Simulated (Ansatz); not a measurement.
# What HfZnO3 (model cell, started as cubic perovskite with Hf in the octahedra) distorts into

Aim: this structure of HfZnO3 (model cell, started as cubic perovskite with Hf in the octahedra) is to be tested for unstable modes, and one is followed downhill.

Method: DFT PBEsol, scalar-relativistic, plane waves, PAW; PAW set soft_1, in Ansatz 0.2.0.

Most raw output is cut from this account.

The structure was built from a prototype and need not be the compound's stable phase.

### 1. Starting point

It takes space group Pm-3m (No. 221, cubic). The conventional cell has a = 4.047 Å, b = 4.047 Å, c = 4.047 Å, α = 90.00°, β = 90.00°, γ = 90.00°. Nearest to Zn lie 12 O at 2.86 Å. Hf has 6 O at 2.02 Å nearest. O has 2 Hf at 2.02 Å nearest. Farther neighbours and most contacts between anions are not listed.

### 2. The dispersion

The cell comes from relaxations at this level that are not shown. Stability and thermal properties need the whole zone. Linear response on a 4×4×4 q mesh gives force constants as far as a supercell of that size would.

File input.yaml:

```yaml
crystal:
  lattice:
    - [4.047187857, 0.0, 0.0]
    - [0.0, 4.047187857, 0.0]
    - [0.0, 0.0, 4.047187857]
  atoms:
    - { symbol: Zn, position: [0.0, 0.0, 0.0] }
    - { symbol: Hf, position: [0.5, 0.5, 0.5] }
    - { symbol: O, position: [0.5, 0.5, 0.0] }
    - { symbol: O, position: [0.5, 0.0, 0.5] }
    - { symbol: O, position: [0.0, 0.5, 0.5] }
kpoints:
  mp_grid: { grid: [12, 12, 12] }
hamiltonian:
  xc: pbesol
  pseudopotentials: { kind: paw, azcp: { folder: soft_1 }, xc_functional: pbe }
scf:
  occupations: { method: methfessel_paxton, width: 0.2 }
output:
  eigenvalues: true
phonons:
  method: dfpt
  qmesh: [4, 4, 4]
  temperatures: { t_max: 1000, t_step: 50 }
  qpath:
    path:
      - [[0.0, 0.0, 0.0], [0.0, 0.5, 0.0], [0.5, 0.5, 0.0], [0.0, 0.0, 0.0], [0.5, 0.5, 0.5], [0.0, 0.5, 0.0]]
      - [[0.5, 0.5, 0.5], [0.5, 0.5, 0.0]]
    npoints: 10
```

Run with:

```bash
$ ansatz run input.yaml --threads 8 --pin off --max-ram 16384MiB --backend cpu --events-out ev --progress --plain --runs-dir out
```

It took 25 min on 8 threads of Arm Neoverse V2, shared host; peak memory 8.9 GiB.

Numbers from this step:

```
volume per atom                                         : 13.26 Å³
gap on the k-mesh                                       : 0 eV
sum-rule residual before enforcement                    : 4.83e-5 eV/Å²
lowest frequency on the path                            : -353.0 cm⁻¹
point group                                             : m-3m
highest frequency on the path or at a solved wavevector : 924.7 cm⁻¹
highest optical mode at the zone centre (no LO-TO term) : 658.0 cm⁻¹
lowest optical zone-centre mode                         : -341.2 cm⁻¹
lowest mode on the q mesh (acoustic modes at Γ apart)   : -353.0 cm⁻¹
```

Frequencies (cm⁻¹) solved at each irreducible wavevector; negative means imaginary. Frequencies by wavevector, by row:

| q in reciprocal lattice units | star | mode 1 | mode 2 | mode 3 | mode 4 | mode 13 | mode 14 | mode 15 |
| --- | --- | --- | --- | --- | --- | --- | --- | --- |
| 0 0 0 | 1 | -341.2 | -341.2 | -341.2 | -217.2 | 658 | 658 | 658 |
| 0 0 0.25 | 6 | -332.2 | -260.3 | -260.3 | -198 | 657.9 | 657.9 | 752.2 |
| 0 0 -0.5 | 3 | -319.6 | -214.5 | -214.5 | -173.7 | 657.1 | 657.1 | 827.3 |
| 0 0.25 0.25 | 12 | -315.2 | -221.7 | -214.7 | -196 | 657.9 | 694 | 800.7 |
| 0 0.25 -0.5 | 12 | -317 | -208.8 | -201.5 | -153.3 | 657.4 | 701.4 | 854 |
| 0 -0.5 -0.5 | 3 | -353 | -208.5 | -208.5 | -106.2 | 657.1 | 723.2 | 888.1 |
| 0.25 0.25 0.25 | 8 | -313.5 | -254.3 | -254.3 | -164.4 | 693.6 | 693.6 | 840 |
| 0.25 0.25 -0.5 | 12 | -319.7 | -262.9 | -260.9 | -158.8 | 692.2 | 705.3 | 877.9 |
| 0.25 -0.5 -0.5 | 6 | -351.5 | -284.3 | -284.3 | -151.5 | 695.8 | 720.1 | 904.4 |
| -0.5 -0.5 -0.5 | 1 | -349.2 | -349.2 | -349.2 | -155.3 | 718.3 | 718.3 | 924.7 |

Interpolated from a 4×4×4 q mesh. Phonon branches along the path, in cm⁻¹:

| point | branch 1 | branch 2 | branch 3 | branch 4 | branch 12 | branch 13 | branch 14 | branch 15 |
| --- | --- | --- | --- | --- | --- | --- | --- | --- |
| Γ | -341 | -341 | -341 | -217 | 112 | 658 | 658 | 658 |
| halfway | -332 | -260 | -260 | -198 | 172 | 658 | 658 | 752 |
| X | -320 | -214 | -214 | -174 | 246 | 657 | 657 | 827 |
| halfway | -317 | -209 | -202 | -153 | 267 | 657 | 701 | 854 |
| M | -353 | -208 | -208 | -106 | 293 | 657 | 723 | 888 |
| halfway | -315 | -222 | -215 | -196 | 216 | 658 | 694 | 801 |
| Γ | -341 | -341 | -341 | -217 | 112 | 658 | 658 | 658 |
| halfway | -314 | -254 | -254 | -164 | 244 | 694 | 694 | 840 |
| R | -349 | -349 | -349 | -155 | 304 | 718 | 718 | 925 |
| halfway | -320 | -263 | -261 | -159 | 277 | 692 | 705 | 878 |
| X | -320 | -214 | -214 | -174 | 246 | 657 | 657 | 827 |
| jump to R | -349 | -349 | -349 | -155 | 304 | 718 | 718 | 925 |
| halfway | -352 | -284 | -284 | -152 | 293 | 696 | 720 | 904 |
| M | -353 | -208 | -208 | -106 | 293 | 657 | 723 | 888 |

Symmetry leaves 10 wavevectors to solve. The lowest mode among them, the acoustic zeros apart, lies at q = (0, -0.5, -0.5) and is imaginary, 353.0i cm⁻¹, so the energy falls along it.

### 3. The mode frozen in, largest atomic shift 0 Å

The mode followed lies at q = (0, -0.5, -0.5) with frequency 353.0i cm⁻¹, the softest among the wavevectors solved. At small amplitude the distorted cell has space group no. 127 by a symmetry search on the positions. The undistorted cell that holds it gives the zero of energy on the same k mesh.

System of this step: HfZnO3 (model cell, started as cubic perovskite with Hf in the octahedra). The structure is cubic, space group Pm-3m (No. 221). The conventional cell has a = 4.047 Å, b = 4.047 Å, c = 4.047 Å, α = 90.00°, β = 90.00°, γ = 90.00°. Nearest to Zn lie 12 O at 2.86 Å. Hf has 6 O at 2.02 Å nearest. Nearest to O lie 2 Hf at 2.02 Å. O has 2 Hf at 2.02 Å nearest. Farther neighbours and most contacts between anions are not listed.

File input.yaml:

```yaml
crystal:
  lattice:
    - [-4.047187857, 0.0, 0.0]
    - [0.0, -4.047187857, -4.047187857]
    - [0.0, -4.047187857, 4.047187857]
  atoms:
    - { symbol: Zn, position: [1.0, 0.0, 0.0] }
    - { symbol: Zn, position: [1.0, 0.5, 0.5] }
    - { symbol: Hf, position: [0.5, 0.0, 0.5] }
    - { symbol: Hf, position: [0.5, 0.5, 0.0] }
    - { symbol: O, position: [0.5, 0.25, 0.25] }
    - { symbol: O, position: [0.5, 0.75, 0.75] }
    - { symbol: O, position: [0.5, 0.25, 0.75] }
    - { symbol: O, position: [0.5, 0.75, 0.25] }
    - { symbol: O, position: [0.0, 0.0, 0.5] }
    - { symbol: O, position: [0.0, 0.5, 0.0] }
kpoints:
  mp_grid: { grid: [10, 6, 6] }
hamiltonian:
  xc: pbesol
  pseudopotentials: { kind: paw, azcp: { folder: soft_1 }, xc_functional: pbe }
scf:
  occupations: { method: methfessel_paxton, width: 0.2 }
output:
  forces: true
  stress: true
  eigenvalues: true
```

The job ended after 5.2 s (8 threads; peak memory 0.93 GiB; 39 s of CPU time).

Numbers from this step:

```yaml
pressure: 0.02692 GPa
energy_from_the_undistorted_cell: 0 meV/atom
```

The run ends at a pressure of 0.03 GPa.

### 4. The mode frozen in, largest atomic shift 0.6 Å

The atoms are moved along the unstable eigenvector, the largest shift by 0.6 Å, with the cell fixed.

input.yaml, the sections that differ from step 3:

```yaml
crystal:
  lattice:
    - [-4.047187857, 0.0, 0.0]
    - [0.0, -4.047187857, -4.047187857]
    - [0.0, -4.047187857, 4.047187857]
  atoms:
    - { symbol: Zn, position: [1.0, 0.0, 0.0] }
    - { symbol: Zn, position: [1.0, 0.5, 0.5] }
    - { symbol: Hf, position: [0.5, 0.0, 0.5] }
    - { symbol: Hf, position: [0.5, 0.5, 0.0] }
    - { symbol: O, position: [0.5, 0.1758744564, 0.1758744564] }
    - { symbol: O, position: [0.5, 0.8241255436, 0.8241255436] }
    - { symbol: O, position: [0.5, 0.3241255436, 0.6758744564] }
    - { symbol: O, position: [0.5, 0.6758744564, 0.3241255436] }
    - { symbol: O, position: [0.0, 0.0, 0.5] }
    - { symbol: O, position: [0.0, 0.5, 0.0] }
# kpoints, hamiltonian, scf, output: as in step 3
```

Wall time 5 s (8 threads); peak memory 0.93 GiB; 37 s of CPU time.

Numbers from this step:

```
pressure                         : -11.28 GPa
gap on the k-mesh                : 0.5420 eV
energy from the undistorted cell : -259.7 meV/atom
```

The energy, extrapolated to zero smearing, is -259.70 meV/atom against the undistorted cell.

The run ends at a pressure of -11.28 GPa, with forces up to 0.79 eV/Å.

### 5. Energy along the mode, all amplitudes (two of the runs are shown above)

An imaginary frequency means negative curvature, so the energy should fall and then rise again as anharmonic terms take over.

Numbers from this step:

* depth at the lowest point sampled: 259.7 meV/atom
* largest atomic shift at that point: 0.6 Å

Table of energy from the parent by largest atomic shift:

| largest atomic shift (Å) | energy from the parent (meV/atom) |
| --- | --- |
| 0.000 | 0 |
| 0.040 | -2.36 |
| 0.080 | -9.32 |
| 0.140 | -27.4 |
| 0.220 | -62.7 |
| 0.320 | -117 |
| 0.450 | -192 |
| 0.600 | -260 |

Displacement at unit largest shift by atom:

| atom | x (Å) | y (Å) | z (Å) | size |
| --- | --- | --- | --- | --- |
| Zn1 | 0.00 | 0.00 | 0.00 | 0.00 |
| Zn2 | 0.00 | 0.00 | 0.00 | 0.00 |
| Hf3 | 0.00 | 0.00 | 0.00 | 0.00 |
| Hf4 | 0.00 | 0.00 | 0.00 | 0.00 |
| O5 | 0.00 | 1.00 | 0.00 | 1.00 |
| O6 | 0.00 | -1.00 | 0.00 | 1.00 |
| O7 | 0.00 | 0.00 | -1.00 | 1.00 |
| O8 | 0.00 | 0.00 | 1.00 | 1.00 |
| O9 | 0.00 | 0.00 | 0.00 | 0.00 |
| O10 | 0.00 | 0.00 | 0.00 | 0.00 |

The lowest of the steps tried is the last one, at 0.6 Å, 260 meV/atom below the parent; the bottom of the well need not coincide with a step.

### 6. Relaxation from the frozen mode

Starting from the lowest point found, all atoms and the cell are let go, so that strain and other modes of the same symmetry can join in.

input.yaml, as its differences from that of step 4:

```diff
@@ -27 +27,6 @@
   eigenvalues: true
+relax:
+  adjacent_minimum: "off"
+  f_tol: 0.002
+  max_steps: 120
+  cell: { stress_tol: 0.03 }
```

The job ended after 45 s (8 threads; peak memory 0.97 GiB).

Relaxation path:

| step | energy less that of the first step (eV) | largest force component (eV/Å) | pressure (GPa) | volume (Å³) |
| --- | --- | --- | --- | --- |
| 1 | 0.0000 | 0.7855 | -11.28 | 132.58 |
| 2 | -0.6188 | 0.6351 | 2.05 | 118.55 |
| 3 | -0.7184 | 0.3171 | -0.22 | 121.69 |
| 4 | -0.7375 | 0.0852 | -0.05 | 121.26 |
| 5 | -0.7401 | 0.0065 | 0.23 | 121.12 |
| 6 | -0.7397 | 0.0047 | -0.09 | 121.28 |
| 7 | -0.7399 | 0.0001 | 0.00 | 121.23 |
| 8* | -0.7189 | 0.0003 | -0.30 | 121.23 |
| 9 | -0.7197 | 0.0001 | 0.00 | 121.03 |
| 10* | -0.7191 | 0.0001 | 0.00 | 121.03 |

Relaxation steps marked * repeat the geometry before them on a plane-wave basis chosen anew for their cell, so energy and pressure can jump there.

Forces are held to the 16 operations that the run works with; a distortion that breaks them can't arise in this run.

| cell as run | before | after | change |
| --- | --- | --- | --- |
| a (Å) | 4.047 | 3.930 | -2.9 % |
| b (Å) | 5.724 | 5.550 | -3.0 % |
| c (Å) | 5.724 | 5.550 | -3.0 % |
| volume (Å³/atom) | 13.26 | 12.10 | -8.7 % |

The atoms that moved most (Å, as changes of fractional coordinates times the final cell):

| atom | dx | dy | dz | length |
| --- | --- | --- | --- | --- |
| O7 | 0.000 | 0.000 | -0.140 | 0.140 |
| O8 | 0.000 | 0.000 | 0.140 | 0.140 |
| O5 | 0.000 | 0.140 | 0.000 | 0.140 |
| O6 | 0.000 | -0.140 | 0.000 | 0.140 |

Numbers from this step:

* pressure: -0.002589 GPa
* volume per atom: 12.10 Å³
* gap on the k-mesh: 0.5086 eV

The distorted start has space group P4/mbm; the relaxation ends in P4/mbm.

### 7. The new phase in its own primitive cell

The relaxed structure is symmetrised, reduced to its primitive cell and relaxed tightly, as its phonons need.

File input.yaml:

```yaml
crystal:
  lattice:
    - [5.5496102838, 0.0, 0.0]
    - [0.0, 5.5496102838, 0.0]
    - [0.0, 0.0, 3.9296625994]
  atoms:
    - { symbol: Zn, position: [0.0, 0.5, 0.0] }
    - { symbol: Zn, position: [0.5, 0.0, 0.0] }
    - { symbol: Hf, position: [0.0, 0.0, 0.5] }
    - { symbol: Hf, position: [0.5, 0.5, 0.5] }
    - { symbol: O, position: [0.1580810847, 0.6580810847, 0.5] }
    - { symbol: O, position: [0.8419189153, 0.3419189153, 0.5] }
    - { symbol: O, position: [0.3419189153, 0.1580810847, 0.5] }
    - { symbol: O, position: [0.6580810847, 0.8419189153, 0.5] }
    - { symbol: O, position: [0.0, 0.0, 0.0] }
    - { symbol: O, position: [0.5, 0.5, 0.0] }
kpoints:
  mp_grid: { grid: [6, 6, 8] }
hamiltonian:
  xc: pbesol
  pseudopotentials: { kind: paw, azcp: { folder: soft_1 }, xc_functional: pbe }
scf:
  occupations: { method: fixed }
output:
  forces: true
  stress: true
  eigenvalues: true
relax:
  adjacent_minimum: "off"
  f_tol: 0.001
  max_steps: 60
  cell: { stress_tol: 0.01 }
```

Run time: 9.2 s. Hardware: 8 threads; peak memory 0.87 GiB.

Little changed from the start: no atom moved by 0.005 Å and no cell edge by 0.1 %.

This step gave:

```
pressure           : 0.004682 GPa
gap on the k-mesh  : 0.5066 eV
direct gap on mesh : 0.6237 eV
```

The largest force component left is 0.38 meV/Å and the pressure is 0.005 GPa, within the tolerances set. The cell now holds 12.10 Å³/atom.

### 8. Modes of the new phase, k-mesh 6×6×8, occupations fixed

A relaxed structure may still be a saddle point, so its zone-centre modes are computed. The response to a homogeneous field gives the Born charges and the dielectric tensor.

input.yaml, as its differences from that of step 7:

```diff
@@ -24,9 +24,6 @@
 output:
-  forces: true
-  stress: true
   eigenvalues: true
-relax:
-  adjacent_minimum: "off"
-  f_tol: 0.001
-  max_steps: 60
-  cell: { stress_tol: 0.01 }
+phonons:
+  method: dfpt
+  dielectric: true
+  rigid_motions: translations
```

It took 4.7 min on 8 threads; peak memory 4.9 GiB; 36 min of CPU time.

This step gave:

```
sum-rule residual before enforcement                    : 5.85e-4 eV/Å²
miss of the charge sum rule                             : 0.01422 e
estimated error of the dielectric tensor                : 0.06750
estimated error of the Born charges                     : 0.07330 e
point group                                             : 4/mmm
highest optical mode at the zone centre (no LO-TO term) : 737.3 cm⁻¹
lowest optical zone-centre mode                         : -242.9 cm⁻¹
mean high-frequency dielectric constant                 : 6.356
largest Born charge (third of the trace)                : 5.711 e
top of the zone-centre spectrum with the field          : 875.0 cm⁻¹
```

Patterns of degenerate modes are one choice out of their space. Modes at Γ, with each element's share of the kinetic energy (negative means imaginary):

| mode | frequency (cm⁻¹) | symmetry | Zn % | Hf % | O % |
| --- | --- | --- | --- | --- | --- |
| 1 | -242.9 | Eu | 8 | 2 | 90 |
| 2 | -242.9 | Eu | 8 | 2 | 90 |
| 3 | -201.3 | Eu | 34 | 0 | 65 |
| 4 | -201.3 | Eu | 34 | 0 | 65 |
| 5 | -145.4 | A2u | 61 | 3 | 36 |
| 6 | -135.5 | B1u | 63 | 0 | 37 |
| 7 | -121.4 | Eg | 0 | 0 | 100 |
| 8 | -121.4 | Eg | 0 | 0 | 100 |
| 9 | 0.0 | acoustic | 22 | 61 | 16 |
| 10 | 0.0 | acoustic | 22 | 61 | 16 |
| 11 | 0.0 | acoustic | 22 | 61 | 16 |
| 12 | 88.5 | Eu | 73 | 15 | 13 |
| 13 | 88.5 | Eu | 73 | 15 | 13 |
| 14 | 99.7 | A1u | 0 | 95 | 5 |
| 15 | 102.1 | Eu | 26 | 56 | 18 |
| 16 | 102.1 | Eu | 26 | 56 | 18 |
| 17 | 121.7 | B1u | 37 | 0 | 63 |
| 18 | 187.9 | A2u | 17 | 31 | 52 |
| 19 | 215.0 | Eu | 35 | 46 | 18 |
| 20 | 215.0 | Eu | 35 | 46 | 18 |
| 21 | 225.5 | Eu | 1 | 17 | 82 |
| 22 | 225.5 | Eu | 1 | 17 | 82 |
| 23 | 468.8 | A1g | 0 | 0 | 100 |
| 24 | 515.7 | B2g | 0 | 0 | 100 |
| 25 | 524.5 | Eu | 0 | 2 | 97 |
| 26 | 524.5 | Eu | 0 | 2 | 97 |
| 27 | 582.1 | B1g | 0 | 0 | 100 |
| 28 | 721.9 | A2g | 0 | 0 | 100 |
| 29 | 736.8 | A2u | 0 | 5 | 95 |
| 30 | 737.3 | A1u | 0 | 5 | 95 |

Displacements in mode 1 (-242.9 cm⁻¹), the largest set to 1:
```
Zn1 -0.15  0.15  0.00
Zn2  0.00  0.00  0.00
Hf3 -0.01  0.05  0.00
Hf4 -0.05  0.01  0.00
O5   0.12 -0.12  0.00
O6   0.12 -0.12  0.00
O7  -0.07  0.08  0.00
O8  -0.07  0.08  0.00
O9   0.21 -1.00  0.00
O10  1.00 -0.19  0.00
```

Displacements in mode 5 (-145.4 cm⁻¹), the largest set to 1:
```
Zn1  0.00  0.00  0.93
Zn2  0.00  0.00  0.93
Hf3  0.00  0.00 -0.13
Hf4  0.00  0.00 -0.13
O5   0.00  0.00 -1.00
O6   0.00  0.00 -1.00
O7   0.00  0.00 -1.00
O8   0.00  0.00 -1.00
O9   0.00  0.00 -0.32
O10  0.00  0.00 -0.32
```

High-frequency dielectric tensor, which the program warns is not settled by the k meshes in reach. Tensor:

|  | x | y | z |
| --- | --- | --- | --- |
| x | 6.176 | 0 | 0 |
| y | 0 | 6.176 | 0 |
| z | 0 | 0 | 6.716 |

Optical modes at the zone centre, without and with the macroscopic field of the longitudinal modes; each column is sorted by frequency, so a row need not hold one and the same mode. Modes with and without the field, by row:

| rank among optical modes | no field (cm⁻¹) | q along (1, 0, 0) (cm⁻¹) | q along (0, 0, 1) (cm⁻¹) |
| --- | --- | --- | --- |
| 1 | -242.9 | -242.9 | -242.9 |
| 2 | -242.9 | -222.8 | -242.9 |
| 3 | -201.3 | -201.3 | -201.3 |
| 4 | -201.3 | -145.4 | -201.3 |
| 5 | -145.4 | -135.5 | -135.5 |
| 6 | -135.5 | -132.5 | -121.4 |
| 7 | -121.4 | -121.4 | -121.4 |
| 8 | -121.4 | -121.4 | 76.2 |
| 9 | 88.5 | 88.5 | 88.5 |
| 10 | 88.5 | 94.6 | 88.5 |
| 11 | 99.7 | 99.7 | 99.7 |
| 12 | 102.1 | 102.1 | 102.1 |
| 13 | 102.1 | 109.8 | 102.1 |
| 14 | 121.7 | 121.7 | 121.7 |
| 15 | 187.9 | 187.9 | 215 |
| 16 | 215 | 215 | 215 |
| 17 | 215 | 215.1 | 225.5 |
| 18 | 225.5 | 225.5 | 225.5 |
| 19 | 225.5 | 334.3 | 312.8 |
| 20 | 468.8 | 468.8 | 468.8 |
| 21 | 515.7 | 515.7 | 515.7 |
| 22 | 524.5 | 524.5 | 524.5 |
| 23 | 524.5 | 582.1 | 524.5 |
| 24 | 582.1 | 643 | 582.1 |
| 25 | 721.9 | 721.9 | 721.9 |
| 26 | 736.8 | 736.8 | 737.3 |
| 27 | 737.3 | 737.3 | 875 |

Born charge (rows field, columns displacement) (e), principal values of the symmetric part by kind of site:

| atom | atoms with these values | low | middle | high | mean |
| --- | --- | --- | --- | --- | --- |
| Zn1 | 2 | 2.23 | 2.82 | 3.11 | 2.72 |
| Hf3 | 2 | 5.48 | 5.48 | 6.17 | 5.71 |
| O5 | 4 | -4.03 | -2.06 | -2.03 | -2.71 |
| O9 | 2 | -5.22 | -1.92 | -1.92 | -3.02 |

In full for Zn1:

```
2.53 0.29 0.00
0.29 2.53 0.00
0.00 0.00 3.11
```

Transverse modes; imaginary modes are left out. Infrared lines, with heights relative to the strongest:

| position (cm⁻¹) | lines merged | relative intensity |
| --- | --- | --- |
| 88 | 1 | 3.0 |
| 100 | 1 | 0.0 |
| 102 | 1 | 1.6 |
| 122 | 1 | 0.0 |
| 188 | 1 | 25 |
| 215 | 1 | 0.2 |
| 226 | 1 | 62 |
| 469 | 1 | 0.0 |
| 516 | 1 | 0.0 |
| 524 | 1 | 89 |
| 582 | 1 | 0.0 |
| 722 | 1 | 0.0 |
| 737 | 2 | 100 |

Before it was imposed, the acoustic sum rule was missed by 5.9e-4 eV/Å² and the charge sum rule by 0.014 e. Small misses are needed for a sound result but don't prove that mesh and cutoff are converged. The lowest optical mode is imaginary, 242.9i cm⁻¹, so the energy falls along it.

The log warns of the k mesh: “the force constants stand on the 6×6×8 k-mesh, whose period is 11.18 times the interband length at k = (0.0000, 0.0000, 0.0000), direct gap 0.624 eV, under 14: take them and everything formed from them as unconverged”.

### 9. Outcome

| Item | Value |
| --- | --- |
| unstable mode of the parent | q = (0, -0.5, -0.5), 353i cm⁻¹ |
| depth at the lowest point sampled | 260 meV/atom |
| largest atomic shift at that point | 0.6 Å |
| space group reached (within 0.01 Å) | P4/mbm |
| energy gained over the parent (first relaxation, on the mesh of the frozen mode) | 331 meV/atom |
| volume per atom, phase reached | 12.1 Å³ |
| gap on the k-mesh, phase reached | 0.507 eV |
| lowest optical zone-centre mode, phase reached | -243 cm⁻¹ |
| highest optical mode at the zone centre (no LO-TO term), phase reached | 737 cm⁻¹ |

Along this mode the structure falls into P4/mbm, 331 meV/atom below the parent. At the parent's cell the well is 259.7 meV/atom deep on the steps tried, with its lowest point at a shift of 0.6 Å. That is the last step tried, so the steps alone don't bracket the bottom of the well. Relaxing atoms and cell changes the gain by +71.56 meV/atom against the lowest step (energies at zero smearing). The new phase still has an imaginary mode at the zone centre of its cell, so it is a saddle point on the way to a lower structure. Of the 2 patterns followed to their end from this parent, this one reaches the lowest energy. Another end point lies within 1 meV/atom; how such a difference moves with mesh and cutoff was not tested. Each path keeps the symmetry of its pattern, so a lower phase may lie along a pattern not tried. With the field response the log warns that the k mesh is coarse for the force constants too, so the frequencies may not be converged. With no gap, or one that is small against the smearing, the frequencies hang on the k mesh and the smearing, most of all near Kohn anomalies. In at least one run the field response is not settled by the k meshes in reach, so its dielectric tensor, Born charges and longitudinal modes are rough. A semilocal functional can close a gap that the real compound would have, so the metallic treatment may be an artefact of the level. Spin-orbit coupling is left out, which can matter for the heavy elements here. The PAW files were made for PBE and serve the other functionals too. The starting cell was built on a prototype and not taken from a measurement, so the phase need not exist.

[Logs are printed without paths, hosts, clocks, repeated set-up lines and the standing remarks that a program may print on its own settings, such as how far it seeks lower states.]

[Hosts, paths, dates, database ids (printed as entryN), source tags and the programs' standing remarks are cut or masked in the printed files.]
